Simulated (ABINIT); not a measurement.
# LiGeCl3 (Pm-3m): zone-centre phonons, part 2 of 3

Aim: the zone-centre modes of LiGeCl3 (Pm-3m).

ABINIT 10.8.3; DFT PBE, scalar-relativistic, plane waves, PseudoDojo norm-conserving pseudopotentials.

So far. Step 4 (Relaxing the cell and atoms): The volume changes by +0.3 % in this run and stands -4.8 % from the first cell. Step 5 (Ground state): The cell stands at -0.78 GPa: the relaxation ran with a smoothed and higher cutoff and on another k mesh. The relaxed cell has a = 5.225 Å (conventional setting).

The structure was built from a prototype and need not be the compound's stable phase.

## 7. Zone-centre response

The derivative of the wavefunctions by k comes first, since the response to a field is built on it; then the field and the displacements that symmetry doesn't supply are solved at q = 0.

It reads the wavefunctions written in step 5.

File dfpt_gamma.abi:

```
ndtset 2

# common to the responses
getwfk_filepath "gso_WFK"
kptopt 2
nqpt 1
qpt 0.0 0.0 0.0
asr 0
chneut 0

# d/dk
rfelfd1 2
rfdir1 1 1 1
iscf1 -3
tolwfr1 1.0d-20

# displacements, field
rfphon2 1
rfatpol2 1 5
rfdir2 1 1 1
rfelfd2 3
getddk2 1
tolvrs2 1.0d-10
prtwf2 0

# basis, mesh and filling
ecut 35.0
ngkpt 4 4 4
nshiftk 1
shiftk 0.5 0.5 0.5
istwfk *1
occopt 1
nband 19
nstep 100
diemac 9.0
prtebands 0
prtgsr 0
useylm 1

# cell and atoms
acell 9.874381951 9.874381951 9.874381951
rprim 
    1.0 0.0 0.0
    0.0 1.0 0.0
    0.0 0.0 1.0
ntypat 3
znucl 3 32 17
natom 5
typat 1 2 3 3 3
xred 
    0.0 0.0 0.0
    0.5 0.5 0.5
    0.5 0.5 0.0
    0.5 0.0 0.5
    0.0 0.5 0.5
pp_dirpath "./pseudo"
pseudos "Li.upf, Ge.upf, Cl.upf"
```

Command:

```bash
> OMP_NUM_THREADS=1 mpirun -n 4 abinit dfpt_gamma.abi > dfpt_gamma.log
```

Numbers of over 12 decimals in the logs are rounded to 6 here.

dfpt_gamma.abo, the main output file:

```text
[banners, grids, parts of the stress and lines that vanish by symmetry left out]
- input  file    -> dfpt_gamma.abi
- output file    -> dfpt_gamma.abo
- root for input  files -> dfpt_gammai
[...]
DATASET    1 : space group Pm -3 m (#221); Bravais cP (primitive cubic)
[...]
nfft =      157464          nkpt =          32
[...]
DATASET    2 : space group Pm -3 m (#221); Bravais cP (primitive cubic)
[...]
nfft =      157464          nkpt =          32
[...]
== DATASET  1 ==================================================================
[...]
cutoff_energies: {ecut:  35.0, pawecutdg:  -1.0, }
[...]
- 17.00000   7.00000  171031                  znucl, zion, pspdat
[...]
Perturbation : derivative vs k along direction   1
[...]
-ETOT  1  -23.571588105272     -2.357E+01 7.827E-02 0.000E+00
 ETOT  2  -23.641051006926     -6.946E-02 3.568E-03 0.000E+00
 ETOT  3  -23.642173093549     -1.122E-03 1.610E-04 0.000E+00
 ETOT  4  -23.642211245452     -3.815E-05 8.708E-06 0.000E+00
 ETOT  5  -23.642212969520     -1.724E-06 5.384E-07 0.000E+00
[...]
At SCF step   17   max residual=  9.70E-21 < tolwfr=  1.00E-20 =>converged.
[...]
Perturbation : derivative vs k along direction   2
[...]
-ETOT  1  -23.571282546936     -2.357E+01 7.827E-02 0.000E+00
[...]
At SCF step   17   max residual=  9.89E-21 < tolwfr=  1.00E-20 =>converged.
[...]
Perturbation : derivative vs k along direction   3
[...]
-ETOT  1  -23.571588235366     -2.357E+01 7.827E-02 0.000E+00
[...]
At SCF step   17   max residual=  9.70E-21 < tolwfr=  1.00E-20 =>converged.
[...]
1        1       0.9174115669    0.0000000000
     1        2       0.0000000000    0.0000000000
     1        3       0.0000000000    0.0000000000
     2        1       0.0000000000    0.0000000000
     2        2       0.9174115668   -0.0000000000
     2        3       0.0000000000    0.0000000000
     3        1       0.0000000000    0.0000000000
     3        2       0.0000000000    0.0000000000
     3        3       0.9174115668    0.0000000000
[...]
== DATASET  2 ==================================================================
[...]
cutoff_energies: {ecut:  35.0, pawecutdg:  -1.0, }
[...]
Perturbation : displacement of atom   1   along direction   1
[...]
-ETOT  1  0.190760     -3.380E+03 4.571E+01 3.120E+04
[...]
At SCF step   13       vres2   =  7.24E-12 < tolvrs=  1.00E-10 =>converged.
[...]
Perturbation : displacement of atom   2   along direction   1
[...]
-ETOT  1   16.182545632490     -7.103E+04 4.160E+01 2.067E+03
[...]
At SCF step   13       vres2   =  3.15E-11 < tolvrs=  1.00E-10 =>converged.
[...]
Perturbation : displacement of atom   3   along direction   1
[...]
-ETOT  1   1.871042     -1.222E+03 3.202E+00 2.390E+03
[...]
At SCF step   13       vres2   =  2.63E-11 < tolvrs=  1.00E-10 =>converged.
[...]
Perturbation : displacement of atom   3   along direction   3
[...]
-ETOT  1   3.469293     -1.189E+03 4.186E+00 1.039E+03
[...]
At SCF step   13       vres2   =  1.42E-11 < tolvrs=  1.00E-10 =>converged.
[...]
Perturbation : homogeneous electric field along direction   1
[...]
-ETOT  1  -71.693963751434     -7.169E+01 1.472E+00 7.080E+04
[...]
ETOT 12  -86.901374429000     -3.268E-12 2.007E-14 1.013E-08
 ETOT 13  -86.901374429002     -2.331E-12 3.538E-15 5.809E-11
 At SCF step   13       vres2   =  5.81E-11 < tolvrs=  1.00E-10 =>converged.
[...]
Dielectric tensor, in cartesian coordinates,
[...]
1    7   1    7         3.8013466315        -0.0000000000
   1    7   2    7        -0.0000000000        -0.0000000000
   1    7   3    7        -0.0000000000        -0.0000000000
   2    7   1    7        -0.0000000000        -0.0000000000
   2    7   2    7         3.8013466315        -0.0000000000
   2    7   3    7        -0.0000000000        -0.0000000000
   3    7   1    7        -0.0000000000        -0.0000000000
   3    7   2    7        -0.0000000000        -0.0000000000
   3    7   3    7         3.8013466315        -0.0000000000
  Effective charges, in cartesian coordinates,
[...]
1    1   1    7         1.3513437737         0.0000000000
   2    1   1    7         0.0000000000         0.0000000000
   3    1   1    7         0.0000000000         0.0000000000
   1    2   1    7         4.6407921726         0.0000000000
   2    2   1    7         0.0000000000         0.0000000000
[...]
Effective charges, in cartesian coordinates,
[...]
2    7   1    5         0.0000000000         0.0000000000
   3    7   1    5         0.0000000000         0.0000000000
   1    7   2    5         0.0000000000         0.0000000000
   2    7   2    5        -0.8383281689         0.0000000000
   3    7   2    5         0.0000000000         0.0000000000
   1    7   3    5         0.0000000000         0.0000000000
   2    7   3    5         0.0000000000         0.0000000000
   3    7   3    5        -0.8383281689         0.0000000000
  Phonon wavevector (reduced coordinates) :  0.00000  0.00000  0.00000
 Phonon energies in Hartree :
[...]
Phonon frequencies in cm-1    :
- -1.800813E+02 -1.800813E+02 -1.800813E+02 -5.369790E+01 -5.369790E+01
- -5.369790E+01  4.471198E+00  4.471198E+00  4.471198E+00  2.965274E+01
-  2.965274E+01  2.965274E+01  1.172681E+02  1.172681E+02  1.172681E+02
  Phonon at Gamma, with non-analyticity in the
[...]
Phonon energies in Hartree :
[...]
Phonon frequencies in cm-1    :
- -1.800813E+02 -1.800813E+02 -1.554107E+02 -5.369790E+01 -5.369790E+01
-  8.797460E-01  4.471198E+00  4.471198E+00  2.965274E+01  2.965274E+01
-  2.965274E+01  1.169250E+02  1.172681E+02  1.172681E+02  2.718230E+02
  Phonon at Gamma, with non-analyticity in the
[...]
Phonon energies in Hartree :
[...]
Phonon frequencies in cm-1    :
- -1.800813E+02 -1.800813E+02 -1.554107E+02 -5.369790E+01 -5.369790E+01
-  8.797457E-01  4.471198E+00  4.471198E+00  2.965274E+01  2.965274E+01
-  2.965274E+01  1.169250E+02  1.172681E+02  1.172681E+02  2.718230E+02
  Phonon at Gamma, with non-analyticity in the
[...]
Phonon energies in Hartree :
[...]
Phonon frequencies in cm-1    :
- -1.800813E+02 -1.800813E+02 -1.554107E+02 -5.369790E+01 -5.369790E+01
-  8.797456E-01  4.471198E+00  4.471198E+00  2.965274E+01  2.965274E+01
-  2.965274E+01  1.169250E+02  1.172681E+02  1.172681E+02  2.718230E+02
[...]
fcart2     0.0000000000E+00  0.0000000000E+00  0.0000000000E+00
           strten2     0.0000000000E+00  0.0000000000E+00  0.0000000000E+00
================================================================================
```

Elapsed: 5.7 min, on 4 MPI ranks of Arm Neoverse V1, shared host.

This step gave:

```yaml
miss_of_the_charge_sum_rule: 0.8593 e
largest_acoustic_frequency_at_the_zone_centre_before_the_sum_rule: 4.47 cm⁻¹
highest_optical_zone_centre_mode_no_lo_to_term: 117.3 cm⁻¹
lowest_optical_zone_centre_mode: -180.1 cm⁻¹
mean_high_frequency_dielectric_constant: 3.801
largest_born_charge_in_size_third_of_the_trace: 4.641 e
```

Born charge (rows field, columns displacement), before the sum rule (e), principal values of the symmetric part by kind of site:

```
atom  atoms with these values    low  middle   high   mean
 Li1                        1   1.35    1.35   1.35   1.35
 Ge2                        1   4.64    4.64   4.64   4.64
 Cl3                        3  -3.46   -0.84  -0.84  -1.71
```

In full for Li1:

```
1.35 0.00 0.00
0.00 1.35 0.00
0.00 0.00 1.35
```

High-frequency dielectric tensor:

```
3.80 0.00 0.00
0.00 3.80 0.00
0.00 0.00 3.80
```

The acoustic modes at Γ come out as far as 4.5 cm⁻¹ from zero, where they should vanish, a small numerical error; the Born charges miss their sum rule by 0.86 e, too much: mesh or cutoff is short for the field response. The lowest optical mode is imaginary, 180i cm⁻¹, an instability at this level and on this k mesh.

## 8. Modes with the sum rule

anaddb reads the merged derivatives, imposes the acoustic sum rule and charge neutrality, and adds the LO-TO term along chosen directions.

File anaddb.abi:

```
ddb_filepath "gamma_DDB"
output_file "anaddb.abo"
outdata_prefix "anaddb"
asr 1
chneut 1
enunit 2
eivec 1
nph1l 1
qph1l 0.0 0.0 0.0 1.0
dieflag 2
nph2l 3
qph2l 
    1.0 0.0 0.0 0.0
    0.0 0.0 1.0 0.0
    1.0 1.0 1.0 0.0
```

File mrgddb.in:

```
gamma_DDB
merged
2
dfpt_gammao_DS2_DDB
gso_DDB
```

Command:

```bash
> mrgddb < mrgddb.in > mrgddb.log
> OMP_NUM_THREADS=1 anaddb anaddb.abi > anaddb.log
```

anaddb.abo, the main output file:

```text
[banners, grids, parts of the stress and lines that vanish by symmetry left out]
-outvars_anaddb: echo values of input variables ----------------------

 Flags :
[...]
Dielectric Tensor and Effective Charges
[...]
Effective charge tensors after
[...]
Phonon wavevector (reduced coordinates) :  0.00000  0.00000  0.00000
 Phonon energies in Hartree :
[...]
Phonon energies in meV     :
- -2.235661E+01 -2.235661E+01 -2.235661E+01 -6.675624E+00 -6.675624E+00
- -6.675624E+00  0.000000E+00  0.000000E+00  0.000000E+00  3.635818E+00
-  3.635818E+00  3.635818E+00  1.452823E+01  1.452823E+01  1.452823E+01
 Phonon frequencies in cm-1    :
- -1.803182E+02 -1.803182E+02 -1.803182E+02 -5.384254E+01 -5.384254E+01
- -5.384254E+01  0.000000E+00  0.000000E+00  0.000000E+00  2.932485E+01
-  2.932485E+01  2.932485E+01  1.171781E+02  1.171781E+02  1.171781E+02
 Phonon frequencies in Thz     :
- -5.405804E+00 -5.405804E+00 -5.405804E+00 -1.614159E+00 -1.614159E+00
- -1.614159E+00  0.000000E+00  0.000000E+00  0.000000E+00  8.791368E-01
-  8.791368E-01  8.791368E-01  3.512910E+00  3.512910E+00  3.512910E+00
 Phonon energies in Kelvin  :
- -2.594377E+02 -2.594377E+02 -2.594377E+02 -7.746740E+01 -7.746740E+01
- -7.746740E+01  0.000000E+00  0.000000E+00  0.000000E+00  4.219191E+01
-  4.219191E+01  4.219191E+01  1.685931E+02  1.685931E+02  1.685931E+02
[...]
-  1  0.00000000E+00  0.00000000E+00  8.46462335E-03
-     0.00000000E+00  0.00000000E+00  0.00000000E+00
-  2  0.00000000E+00  0.00000000E+00  5.68710483E-05
-     0.00000000E+00  0.00000000E+00  0.00000000E+00
-  3  0.00000000E+00  0.00000000E+00 -8.09844975E-05
-     0.00000000E+00  0.00000000E+00  0.00000000E+00
-  4  0.00000000E+00  0.00000000E+00 -8.46356856E-04
-     0.00000000E+00  0.00000000E+00  0.00000000E+00
-  5  0.00000000E+00  0.00000000E+00 -8.46356856E-04
-     0.00000000E+00  0.00000000E+00  0.00000000E+00
[...]
-  1  0.00000000E+00  8.46462335E-03  0.00000000E+00
-     0.00000000E+00  0.00000000E+00  0.00000000E+00
-  2  0.00000000E+00  5.68710483E-05  0.00000000E+00
-     0.00000000E+00  0.00000000E+00  0.00000000E+00
-  3  0.00000000E+00 -8.46356856E-04  0.00000000E+00
-     0.00000000E+00  0.00000000E+00  0.00000000E+00
-  4  0.00000000E+00 -8.09844975E-05  0.00000000E+00
-     0.00000000E+00  0.00000000E+00  0.00000000E+00
-  5  0.00000000E+00 -8.46356856E-04  0.00000000E+00
-     0.00000000E+00  0.00000000E+00  0.00000000E+00
[...]
-  1  8.46462335E-03  0.00000000E+00  0.00000000E+00
-     0.00000000E+00  0.00000000E+00  0.00000000E+00
-  2  5.68710483E-05  0.00000000E+00  0.00000000E+00
-     0.00000000E+00  0.00000000E+00  0.00000000E+00
-  3 -8.46356856E-04  0.00000000E+00  0.00000000E+00
-     0.00000000E+00  0.00000000E+00  0.00000000E+00
-  4 -8.46356856E-04  0.00000000E+00  0.00000000E+00
-     0.00000000E+00  0.00000000E+00  0.00000000E+00
[...]
Phonon at Gamma, with non-analyticity in the
[...]
Phonon energies in Hartree :
[...]
Phonon energies in meV     :
- -2.235661E+01 -2.235661E+01 -1.979783E+01 -6.675624E+00 -6.675624E+00
-  0.000000E+00  0.000000E+00  0.000000E+00  3.635818E+00  3.635818E+00
[...]
Phonon frequencies in cm-1    :
[...]
Phonon frequencies in Thz     :
[...]
Phonon energies in Kelvin  :
[...]
-  0.000000E+00  0.000000E+00  0.000000E+00  4.219191E+01  4.219191E+01
-  4.219191E+01  1.684174E+02  1.685931E+02  1.685931E+02  3.864959E+02
[...]
-  5  0.00000000E+00  0.00000000E+00  3.60098450E-04
-     0.00000000E+00  0.00000000E+00  0.00000000E+00
[...]
-  1  0.00000000E+00  6.36959467E-04  0.00000000E+00
-     0.00000000E+00  0.00000000E+00  0.00000000E+00
-  2  0.00000000E+00 -1.82214673E-03  0.00000000E+00
-     0.00000000E+00  0.00000000E+00  0.00000000E+00
-  3  0.00000000E+00  3.60098450E-04  0.00000000E+00
-     0.00000000E+00  0.00000000E+00  0.00000000E+00
-  4  0.00000000E+00  2.88699176E-03  0.00000000E+00
-     0.00000000E+00  0.00000000E+00  0.00000000E+00
-  5  0.00000000E+00  3.60098450E-04  0.00000000E+00
-     0.00000000E+00  0.00000000E+00  0.00000000E+00
[...]
Phonon at Gamma, with non-analyticity in the
[...]
Phonon energies in Hartree :
[...]
Phonon energies in meV     :
- -2.235661E+01 -2.235661E+01 -1.979783E+01 -6.675624E+00 -6.675624E+00
-  0.000000E+00  0.000000E+00  0.000000E+00  3.635818E+00  3.635818E+00
-  3.635818E+00  1.451309E+01  1.452823E+01  1.452823E+01  3.330564E+01
 Phonon frequencies in cm-1    :
- -1.803182E+02 -1.803182E+02 -1.596803E+02 -5.384254E+01 -5.384254E+01
[...]
Phonon frequencies in Thz     :
[...]
Phonon energies in Kelvin  :
[...]
Phonon at Gamma, with non-analyticity in the
[...]
Phonon energies in Hartree :
[...]
Phonon energies in meV     :
[...]
Phonon frequencies in cm-1    :
[...]
Phonon frequencies in Thz     :
[...]
Phonon energies in Kelvin  :
[...]
-  0.000000E+00  0.000000E+00  0.000000E+00  4.219191E+01  4.219191E+01
-  4.219191E+01  1.684174E+02  1.685931E+02  1.685931E+02  3.864959E+02
[...]
-  4  1.60798839E-03  1.00900306E-03 -6.28554083E-04
-     0.00000000E+00  0.00000000E+00  0.00000000E+00
-  5 -1.65653303E-03 -9.79434264E-04 -6.28554083E-04
-     0.00000000E+00  0.00000000E+00  0.00000000E+00
[...]
;  5 -1.57859669E-03 -3.44872523E-04 -3.44872523E-04
;     0.00000000E+00  0.00000000E+00  0.00000000E+00
-
```

Elapsed: 0.5 s, on 1 thread.

Read from the output:

```yaml
highest_optical_zone_centre_mode_no_lo_to_term: 117.2 cm⁻¹
lowest_optical_zone_centre_mode: -180.3 cm⁻¹
highest_mode_moved_by_the_lo_to_term: 268.6 cm⁻¹
```

No LO-TO term; unit eigenvectors of the mass-weighted matrix, from anaddb's displacements. Modes at Γ, with each element's share of the kinetic energy (negative means imaginary):

```
mode  frequency (cm⁻¹)  symmetry  Li %  Ge %  Cl %
   1            -180.3       T1u    91     0     9
   2            -180.3       T1u    91     0     9
   3            -180.3       T1u    91     0     9
   4             -53.8       T1u     1    44    56
   5             -53.8       T1u     1    44    56
   6             -53.8       T1u     1    44    56
   7               0.0  acoustic     4    39    57
   8               0.0  acoustic     4    39    57
   9               0.0  acoustic     4    39    57
  10              29.3       T2u     0     0   100
  11              29.3       T2u     0     0   100
  12              29.3       T2u     0     0   100
  13             117.2       T1u     5    17    78
  14             117.2       T1u     5    17    78
  15             117.2       T1u     5    17    78
```

Displacements in mode 2 (-180.3 cm⁻¹), the largest set to 1:
```
Li1  0.00  1.00  0.00
Ge2  0.00  0.01  0.00
Cl3  0.00 -0.10  0.00
Cl4  0.00 -0.01  0.00
Cl5  0.00 -0.10  0.00
```

Displacements in mode 14 (117.2 cm⁻¹), the largest set to 1:
```
Li1  0.00 -0.98  0.00
Ge2  0.00  0.55  0.00
Cl3  0.00 -0.97  0.00
Cl4  0.00  1.00  0.00
Cl5  0.00 -0.97  0.00
```

With imaginary modes the relaxed-ion tensors have no meaning and are not tabulated.

The rule also moves an optical mode by 0.3 cm⁻¹.

(Part 2 of 3 ends here.)

[Host names and launcher messages were left out of these logs when they were recorded.]

[Logs are printed without paths, hosts, clocks, repeated set-up lines and the standing remarks that a program may print on its own settings, such as how far it seeks lower states.]

[Hosts, paths, dates, database ids (printed as entryN), source tags and the programs' standing remarks are cut or masked in the printed files.]
